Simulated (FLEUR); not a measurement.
**E(M) of NiPt**

Wanted: E(M) for NiPt, with its minima.

Calculated with FLEUR MaX-R8.1; PBEsol; all-electron FLAPW, Dirac cores, scalar-relativistic bands.

## 1. The starting structure

Symmetry: P4/mmm, No. 123, tetragonal system. The conventional cell has a = 2.710 Å, b = 2.710 Å, c = 3.578 Å, α = 90.00°, β = 90.00°, γ = 90.00°. Nearest to Ni lie 8 Pt at 2.62 Å and 4 Ni at 2.71 Å. Nearest to Pt lie 8 Ni at 2.62 Å and 4 Pt at 2.71 Å. Farther neighbours are not listed.

Structure file:

```cif
data_structure
_symmetry_space_group_name_H-M 'P 1'
_symmetry_Int_Tables_number 1
_cell_length_a 2.7099
_cell_length_b 2.7099
_cell_length_c 3.5783
_cell_angle_alpha 90.000
_cell_angle_beta 90.000
_cell_angle_gamma 90.000
_cell_volume 26.28
loop_
_atom_site_label
_atom_site_type_symbol
_atom_site_fract_x
_atom_site_fract_y
_atom_site_fract_z
_atom_site_occupancy
Ni1 Ni 0.50000 0.50000 0.50000 1
Pt2 Pt 0.00000 0.00000 0.00000 1
```

The cell comes from a database of computed structures and need not be the stable phase.

## 2. Unconstrained state

The free run tells which range of moments is worth scanning.

inpgen writes inp.xml from crystal.txt; cutoffs, mixing, functional, smearing and local orbitals are then set in the file. The k list default-1 (kpts.xml, not shown) is a Γ-centred 10×10×10 mesh; where the ranks do not divide the number of points, some are split in two of half the weight.

Input file inp.xml:

```
<?xml version="1.0" encoding="UTF-8" standalone="no"?>
<fleurInput fleurInputVersion="0.39">
   <comment>
      NiPt
   </comment>
   <calculationSetup>
      <cutoffs Kmax="3.6" Gmax="10.8" GmaxXC="10.8" numbands="0"/>
      <scfLoop itmax="90" minDistance="0.00002" maxIterBroyd="15" imix="Anderson" alpha="0.05" precondParam="0.0" spinf="2.0" sdNocoIR="T"/>
      <coreElectrons ctail="T" frcor="F" kcrel="0" coretail_lmax="0"/>
      <xcFunctional name="PBEs" relativisticCorrections="F"/>
      <magnetism jspins="2"/>
      <soc l_soc="F" theta="0.0" phi="0.0" spav="F"/>
      <expertModes spex="0" secvar="F"/>
      <geometryOptimization l_f="F" forcealpha="1.0" forcemix="BFGS" epsdisp="0.00001" epsforce="0.00001"/>
      <ldaU l_linMix="F" mixParam="0.05" spinf="1.0"/>
   </calculationSetup>
   <cell>
      <bzIntegration valenceElectrons="34.0" mode="hist" fermiSmearingEnergy="0.00293995">
         <kPointListSelection listName="default-1"/>
         <xi:include xmlns:xi="http://www.w3.org/2001/XInclude" href="kpts.xml"> </xi:include>
      </bzIntegration>
      <xi:include xmlns:xi="http://www.w3.org/2001/XInclude" href="sym.xml"> </xi:include>
      <bulkLattice scale="1.0">
         <bravaisMatrix>
            <row-1>    5.1210440250039140     0.0000000000000000     0.0000000000000000</row-1>
            <row-2>    0.0000000000000000     5.1210440250039140     0.0000000000000000</row-2>
            <row-3>    0.0000000000000000     0.0000000000000000     6.7620447861786719</row-3>
         </bravaisMatrix>
      </bulkLattice>
   </cell>
   <atomSpecies>
      <species name="Nickel (Ni1.000" element="Ni" atomicNumber="28">
         <mtSphere radius="2.42" gridPoints="801" logIncrement="0.015"/>
         <atomicCutoffs lmax="10" lnonsphr="8"/>
         <electronConfig flipSpins="F">
            <coreConfig>(1s1/2) (2s1/2) (2p1/2) (2p3/2)</coreConfig>
            <valenceConfig>(3s1/2) (3p1/2) (3p3/2) (4s1/2) (3d3/2) (3d5/2)</valenceConfig>
            <stateOccupation state="(3d3/2)" spinUp="1.6" spinDown="1.6"/>
            <stateOccupation state="(3d5/2)" spinUp="2.9" spinDown="1.9"/>
         </electronConfig>
         <energyParameters s="4" p="4" d="3" f="4"/>
         <lo type="SCLO" l="0" n="3" eDeriv="0"/>
         <lo type="SCLO" l="1" n="3" eDeriv="0"/>
      </species>
      <species name="Platinum (Pt)" element="Pt" atomicNumber="78">
         <mtSphere radius="2.42" gridPoints="801" logIncrement="0.017"/>
         <atomicCutoffs lmax="10" lnonsphr="8"/>
         <electronConfig flipSpins="F">
            <coreConfig>(1s1/2) (2s1/2) (2p1/2) (2p3/2) (3s1/2) (3p1/2) (3p3/2) (4s1/2) (3d3/2) (3d5/2) (4p1/2) (4p3/2) (5s1/2) (4d3/2) (4d5/2) (4f5/2) (4f7/2)</coreConfig>
            <valenceConfig>(5p1/2) (5p3/2) (6s1/2) (5d3/2) (5d5/2)</valenceConfig>
            <stateOccupation state="(6s1/2)" spinUp="0.500000" spinDown="0.500000"/>
            <stateOccupation state="(5d3/2)" spinUp="1.800000" spinDown="1.800000"/>
            <stateOccupation state="(5d5/2)" spinUp="2.700000" spinDown="2.700000"/>
         </electronConfig>
         <energyParameters s="6" p="6" d="5" f="5"/>
         <lo type="SCLO" l="1" n="5" eDeriv="0"/>
      </species>
   </atomSpecies>
   <atomGroups>
      <atomGroup species="Nickel (Ni1.000">
         <relPos label="                   1">1.000/2.000 1.000/2.000 1.000/2.000</relPos>
         <force calculate="T" relaxXYZ="TTT"/>
      </atomGroup>
      <atomGroup species="Platinum (Pt)">
         <relPos label="                   2">.0000000000 .0000000000 .0000000000</relPos>
         <force calculate="T" relaxXYZ="TTT"/>
      </atomGroup>
   </atomGroups>
   <output dos="F" band="F" slice="F">
      <bandDOS minEnergy="-.5*Htr" maxEnergy="0.5*Htr" sigma="0.015" storeEVData="T"/>
      <plotting iplot="0" polar="F">
         <plot TwoD="T" vec1="  1.0  0.0  0.0" vec2="  0.0  1.0  0.0" vec3="  0.0  0.0  1.0" zero="  0.0  0.0  0.0" file="plot"/>
      </plotting>
      <moessbauerParams electricFieldGradient="F" isomerShift="F" coreHyperfine="F" valenceHyperfine="F"/>
   </output>
</fleurInput>
```

Input file crystal.txt:

```
NiPt
&input film=F cartesian=F /
2.70993979410  0.00000000000  0.00000000000
0.00000000000  2.70993979410  0.00000000000
0.00000000000  0.00000000000  3.57832000000
1.8897261246
1.0 1.0 1.0

2
28 0.50000000000  0.50000000000  0.50000000000 : 1.000
78 0.00000000000  0.00000000000  0.00000000000

&kpt div1=10 div2=10 div3=10 gamma=T /
```

Command:

```console
$ OMP_NUM_THREADS=1 inpgen -f crystal.txt > inpgen.log  # inp.xml is then edited as shown
$ OMP_NUM_THREADS=1 mpirun -n 4 fleur_MPI > fleur.log
```

Output:

```text
Welcome to FLEUR        (www.flapw.de)
      MaX-Release 8.1          (www.max-centre.eu)

 ========== k-point set info ==========
 Selected k-point list: default-1
 k-point list type: mesh
 0 x 0 x 0
 Number of k points: 128

 ------------Calculation Setup---------------------------
 Number of MPI-tasks      :            4
 Number of PE/node        :            4
 Number of OMP-threads    :            1
 k-points in parallel     :            4
 pe's per k-point         :            1
 No of k-point loops      :           32
 Eigenvalue solver        :       lapack
 Number of basis functions:          160
 Approximate size of matrices (H+S) per k-point:         0.000 GB
 --------------------------------------------------------
 Iteration:     1   Distance:      42.94599156 me/bohr^3
 Iteration:     2   Distance:      25.43341439 me/bohr^3
 Iteration:     3   Distance:      16.50254540 me/bohr^3
 Iteration:     4   Distance:      16.49355009 me/bohr^3
 Iteration:     5   Distance:      10.87568643 me/bohr^3
 Iteration:     6   Distance:       4.87274425 me/bohr^3
 Iteration:     7   Distance:       1.71025466 me/bohr^3
 Iteration:     8   Distance:       2.22385336 me/bohr^3
 Iteration:     9   Distance:       1.51375642 me/bohr^3
 Iteration:    10   Distance:       0.58437842 me/bohr^3
 Iteration:    11   Distance:       0.24524831 me/bohr^3
 Iteration:    12   Distance:       0.41262749 me/bohr^3
 Iteration:    13   Distance:       0.29301229 me/bohr^3
 Iteration:    14   Distance:       0.27914498 me/bohr^3
 Iteration:    15   Distance:       0.13447903 me/bohr^3
 Iteration:    16   Distance:       0.10171225 me/bohr^3
 Iteration:    17   Distance:       0.07495580 me/bohr^3
 Iteration:    18   Distance:       0.03438736 me/bohr^3
 Iteration:    19   Distance:       0.02286385 me/bohr^3
 Iteration:    20   Distance:       0.02188934 me/bohr^3
 Iteration:    21   Distance:       0.00359007 me/bohr^3
 Iteration:    22   Distance:       0.01266467 me/bohr^3
 Iteration:    23   Distance:       0.00569901 me/bohr^3
 Iteration:    24   Distance:       0.00064999 me/bohr^3
 Iteration:    25   Distance:       0.00056752 me/bohr^3
 Iteration:    26   Distance:       0.00016783 me/bohr^3
 Iteration:    27   Distance:       0.00003720 me/bohr^3
 Iteration:    28   Distance:       0.00002439 me/bohr^3
 Iteration:    29   Distance:       0.00000424 me/bohr^3

 ********************************************************************
 Run finished successfully
 Stop message:
   all done
 ********************************************************************

--- out.xml (last complete iteration) ---
<iteration numberForCurrentRun="   29" overallNumber="   29">
         [... left out ...]
         <bandgap value="0.0008540260" units="eV"/>
         <sumValenceSingleParticleEnergies value="-21.1065798569" units="Htr"/>
         <FermiEnergy value="0.4173215603" units="Htr"/>
         <valenceDensity>
            <mtCharges spin="1">
               <mtCharge atomType="1" total="9.0735572" s="1.2341945" p="3.2454531" d="4.5599563" f="0.0248847"/>
               <mtCharge atomType="2" total="7.3139870" s="0.2434254" p="3.1593277" d="3.8814161" f="0.0233161"/>
            </mtCharges>
            <mtCharges spin="2">
               <mtCharge atomType="1" total="8.3361092" s="1.2344013" p="3.2531436" d="3.8153575" f="0.0246053"/>
               <mtCharge atomType="2" total="6.9656392" s="0.2449987" p="3.1687615" d="3.5219679" f="0.0236509"/>
            </mtCharges>
            <spinDependentCharge spin="1" total="17.5295913" interstitial="1.1420471" mtSpheres="16.3875442"/>
            <spinDependentCharge spin="2" total="16.4704087" interstitial="1.1686603" mtSpheres="15.3017483"/>
            <totalCharge value="34.0000000000"/>
         </valenceDensity>
         [... left out ...]
         <allElectronCharges>
            <spinDependentCharge spin="1" total="53.5295913" interstitial="1.1427991" mtSpheres="52.3867922"/>
            <spinDependentCharge spin="2" total="52.4704087" interstitial="1.1694118" mtSpheres="51.3009969"/>
            <totalCharge value="105.9999999828"/>
         </allElectronCharges>
         <magneticMomentsInMTSpheres units="muBohr">
            <globalMagMoment atomType="1" vec="0.00000   0.00000   0.73745"/>
            <localMagMoment atomType="1" vec="0.00000   0.00000   0.73745"/>
            <globalMagMoment atomType="2" vec="0.00000   0.00000   0.34835"/>
            <localMagMoment atomType="2" vec="0.00000   0.00000   0.34835"/>
         </magneticMomentsInMTSpheres>
         <moessbauerParams unitsHFF="kG" unitsIS="e/bohr^3" unitsEFG="Htr/bohr^2">
         </moessbauerParams>
         <totalEnergy value="   -19961.1428159648" units="Htr">
            <sumOfEigenvalues value="   -12193.6191520272">
               <coreElectrons value="-12172.5125721703"/>
               <valenceElectrons value="-21.1065798569"/>
            </sumOfEigenvalues>
            <densityCoulombPotentialIntegral value="-34294.4617554856"/>
            <densityEffectivePotentialIntegral value="-34839.9436726131"/>
            <chargeDenXCDenIntegral value="-414.4179305094"/>
            <FockExchangeEnergyValence value="0.0000000000"/>
            <FockExchangeEnergyCore value="0.0000000000"/>
            <atomTypeDependentContributions atomType="1">
               <electronNucleiInteractionDifferentMTs value="1825.8254163707"/>
               <MadelungTerm value="-9.6084816070"/>
            </atomTypeDependentContributions>
            <atomTypeDependentContributions atomType="2">
               <electronNucleiInteractionDifferentMTs value="23167.6554806592"/>
               <MadelungTerm value="-42.7291496616"/>
            </atomTypeDependentContributions>
            <tkbTimesEntropy value="0.0024042087"/>
            <freeEnergy value="-19961.1452201735"/>
            <extrapolationTo0K value="-19961.1440180691"/>
         </totalEnergy>
         <densityConvergence units="me/bohr^3">
            <chargeDensity spin="1" distance="0.0000034245"/>
            <chargeDensity spin="2" distance="0.0000022020"/>
            <overallChargeDensity distance="0.0000038917"/>
            <spinDensity distance="0.0000042435"/>
         </densityConvergence>
      </iteration>
```

Elapsed: 26 s, on 4 MPI ranks of Intel Xeon 6975P-C (Granite Rapids), shared host; peak memory 0.28 GiB; 1.7 min of CPU time.

Read from the output:

```yaml
free_energy: -543170.4325 eV
program_s_band_gap_on_this_mesh_in_a_metal_only_a_level_spacing: 8.54e-4 eV
magnetization: 1.059 μB
final_state: ferromagnetic
largest_moment: 0.7375 μB
```

After 29 cycles the largest moment stands at 0.737 μB.

## 3. No spin polarisation

inp.xml: that of step 2 with these lines changed.

```diff
@@ -10,3 +10,3 @@
       <xcFunctional name="PBEs" relativisticCorrections="F"/>
-      <magnetism jspins="2"/>
+      <magnetism jspins="1"/>
       <soc l_soc="F" theta="0.0" phi="0.0" spav="F"/>
@@ -31,3 +31,3 @@
    <atomSpecies>
-      <species name="Nickel (Ni1.000" element="Ni" atomicNumber="28">
+      <species name="Nickel (Ni)" element="Ni" atomicNumber="28">
          <mtSphere radius="2.42" gridPoints="801" logIncrement="0.015"/>
@@ -37,4 +37,4 @@
             <valenceConfig>(3s1/2) (3p1/2) (3p3/2) (4s1/2) (3d3/2) (3d5/2)</valenceConfig>
-            <stateOccupation state="(3d3/2)" spinUp="1.6" spinDown="1.6"/>
-            <stateOccupation state="(3d5/2)" spinUp="2.9" spinDown="1.9"/>
+            <stateOccupation state="(3d3/2)" spinUp="1.600000" spinDown="1.600000"/>
+            <stateOccupation state="(3d5/2)" spinUp="2.400000" spinDown="2.400000"/>
          </electronConfig>
@@ -59,3 +59,3 @@
    <atomGroups>
-      <atomGroup species="Nickel (Ni1.000">
+      <atomGroup species="Nickel (Ni)">
          <relPos label="                   1">1.000/2.000 1.000/2.000 1.000/2.000</relPos>
```

crystal.txt: that of step 2 with these lines changed.

```diff
@@ -9,3 +9,3 @@
 2
-28 0.50000000000  0.50000000000  0.50000000000 : 1.000
+28 0.50000000000  0.50000000000  0.50000000000
 78 0.00000000000  0.00000000000  0.00000000000
```

Output:

```text
[banner, memory and clock lines left out]
Welcome to FLEUR        (www.flapw.de)
      MaX-Release 8.1          (www.max-centre.eu)

 ========== k-point set info ==========
 Selected k-point list: default-1
 k-point list type: mesh
 0 x 0 x 0
 Number of k points: 128

 [... set-up left out ...]
 Iteration:     1   Distance:      44.59973132 me/bohr^3
 Iteration:     2   Distance:      27.51209811 me/bohr^3
 Iteration:     3   Distance:      17.58538250 me/bohr^3
 Iteration:     4   Distance:      27.43423985 me/bohr^3
 Iteration:     5   Distance:      11.96889612 me/bohr^3
 Iteration:     6   Distance:      12.20284422 me/bohr^3
 Iteration:     7   Distance:       1.76275148 me/bohr^3
 Iteration:     8   Distance:       2.75172922 me/bohr^3
[... lines left out ...]
 Iteration:    16   Distance:       0.00138521 me/bohr^3
 Iteration:    17   Distance:       0.00112606 me/bohr^3
 Iteration:    18   Distance:       0.00037369 me/bohr^3
 Iteration:    19   Distance:       0.00011893 me/bohr^3
 Iteration:    20   Distance:       0.00002969 me/bohr^3
 Iteration:    21   Distance:       0.00001847 me/bohr^3

 ********************************************************************
 Run finished successfully
 Stop message:
   all done
 ********************************************************************

--- out.xml (last complete iteration) ---
<iteration numberForCurrentRun="   21" overallNumber="   21">
         [... left out ...]
         <bandgap value="0.0153752217" units="eV"/>
         <sumValenceSingleParticleEnergies value="-21.0724765559" units="Htr"/>
         <FermiEnergy value="0.4162703275" units="Htr"/>
         [... left out ...]
         <totalEnergy value="   -19961.1413928559" units="Htr">
            <sumOfEigenvalues value="   -12193.7477749697">
               <coreElectrons value="-12172.6752984139"/>
               <valenceElectrons value="-21.0724765559"/>
            </sumOfEigenvalues>
         [... left out ...]
            <freeEnergy value="-19961.1445131339"/>
            <extrapolationTo0K value="-19961.1429529949"/>
         </totalEnergy>
         <densityConvergence units="me/bohr^3">
            <chargeDensity spin="1" distance="0.0000184693"/>
         </densityConvergence>
      </iteration>
```

Elapsed: 12 s, on 4 MPI ranks; peak memory 0.24 GiB.

Read from the output:

```
free energy                                                       : -543170.4133 eV
program's band gap on this mesh (in a metal only a level spacing) : 0.01538 eV
final state                                                       : non-magnetic (no spin polarisation)
```

Its energy lies +19.2 meV a cell from the free run's.

## 4. Moment fixed at 1.106 μB

Two Fermi energies hold the total moment; the run starts from the free run's density.

inp.xml: that of step 3 with these lines changed.

```diff
@@ -10,3 +10,3 @@
       <xcFunctional name="PBEs" relativisticCorrections="F"/>
-      <magnetism jspins="1"/>
+      <magnetism jspins="2" fixed_moment="1.106"/>
       <soc l_soc="F" theta="0.0" phi="0.0" spav="F"/>
@@ -31,3 +31,3 @@
    <atomSpecies>
-      <species name="Nickel (Ni)" element="Ni" atomicNumber="28">
+      <species name="Nickel (Ni1.000" element="Ni" atomicNumber="28">
          <mtSphere radius="2.42" gridPoints="801" logIncrement="0.015"/>
@@ -37,4 +37,4 @@
             <valenceConfig>(3s1/2) (3p1/2) (3p3/2) (4s1/2) (3d3/2) (3d5/2)</valenceConfig>
-            <stateOccupation state="(3d3/2)" spinUp="1.600000" spinDown="1.600000"/>
-            <stateOccupation state="(3d5/2)" spinUp="2.400000" spinDown="2.400000"/>
+            <stateOccupation state="(3d3/2)" spinUp="1.6" spinDown="1.6"/>
+            <stateOccupation state="(3d5/2)" spinUp="2.9" spinDown="1.9"/>
          </electronConfig>
@@ -59,3 +59,3 @@
    <atomGroups>
-      <atomGroup species="Nickel (Ni)">
+      <atomGroup species="Nickel (Ni1.000">
          <relPos label="                   1">1.000/2.000 1.000/2.000 1.000/2.000</relPos>
```

Command:

```console
$ OMP_NUM_THREADS=1 mpirun -n 4 fleur_MPI > fleur.log
```

Output:

```text
[banner, memory and clock lines left out]
Welcome to FLEUR        (www.flapw.de)
      MaX-Release 8.1          (www.max-centre.eu)

 ========== k-point set info ==========
 Selected k-point list: default-1
 k-point list type: mesh
 0 x 0 x 0
 Number of k points: 128

 [... set-up left out ...]
 Iteration:     1   Distance:       0.80849607 me/bohr^3
 Iteration:     2   Distance:       0.74953800 me/bohr^3
 Iteration:     3   Distance:       0.58041761 me/bohr^3
 Iteration:     4   Distance:       0.06952434 me/bohr^3
 Iteration:     5   Distance:       0.03230426 me/bohr^3
 Iteration:     6   Distance:       0.03755533 me/bohr^3
 Iteration:     7   Distance:       0.01241572 me/bohr^3
 Iteration:     8   Distance:       0.00409681 me/bohr^3
 Iteration:     9   Distance:       0.00324381 me/bohr^3
 Iteration:    10   Distance:       0.00124811 me/bohr^3
 Iteration:    11   Distance:       0.00029103 me/bohr^3
 Iteration:    12   Distance:       0.00026297 me/bohr^3
 Iteration:    13   Distance:       0.00007403 me/bohr^3
 Iteration:    14   Distance:       0.00000943 me/bohr^3

 ********************************************************************
 Run finished successfully
 Stop message:
   all done
 ********************************************************************

--- out.xml (last complete iteration) ---
<iteration numberForCurrentRun="   14" overallNumber="   43">
         [... left out ...]
         <bandgap value="0.0185753082" units="eV"/>
         <sumValenceSingleParticleEnergies value="-10.4862627599" units="Htr"/>
         <bandgap value="0.0020182615" units="eV"/>
         <sumValenceSingleParticleEnergies value="-21.1104221412" units="Htr"/>
         <FermiEnergy value="0.4172216901" units="Htr"/>
         <FixedTotalMoment fermiEnergyUp="0.4180713176" fermiEnergyDown="0.4172216901" units="Htr"/>
         [... left out ...]
         <magneticMomentsInMTSpheres units="muBohr">
            <globalMagMoment atomType="1" vec="0.00000   0.00000   0.76602"/>
            <globalMagMoment atomType="2" vec="0.00000   0.00000   0.36660"/>
         </magneticMomentsInMTSpheres>
         [... left out ...]
         <totalEnergy value="   -19961.1429049585" units="Htr">
            <sumOfEigenvalues value="   -12193.6123089381">
               <coreElectrons value="-12172.5018867969"/>
               <valenceElectrons value="-21.1104221412"/>
            </sumOfEigenvalues>
         [... left out ...]
            <freeEnergy value="-19961.1452173135"/>
            <extrapolationTo0K value="-19961.1440611360"/>
         </totalEnergy>
         <densityConvergence units="me/bohr^3">
            <chargeDensity spin="1" distance="0.0000060287"/>
            <chargeDensity spin="2" distance="0.0000052737"/>
            <overallChargeDensity distance="0.0000094316"/>
            <spinDensity distance="0.0000062737"/>
         </densityConvergence>
      </iteration>
```

Wall time 14 s (4 MPI ranks); peak memory 0.29 GiB.

Numbers from this step:

```
magnetization : 1.106 μB
```

Its energy lies +0.1 meV a cell from the free run's.

(Continued in part 2 of 2.)

[Logs and program files are shortened in this print: banners, set-up blocks, solver, clock and traceback lines can be left out without a mark of their own.]

[Logs are printed without paths, hosts, clocks, repeated set-up lines and the standing remarks that a program may print on its own settings, such as how far it seeks lower states.]

[Hosts, paths, dates, database ids (printed as entryN), source tags and the programs' standing remarks are cut or masked in the printed files.]

[Where a cell is said to come from a database of computed structures, the database is the Materials Project.]
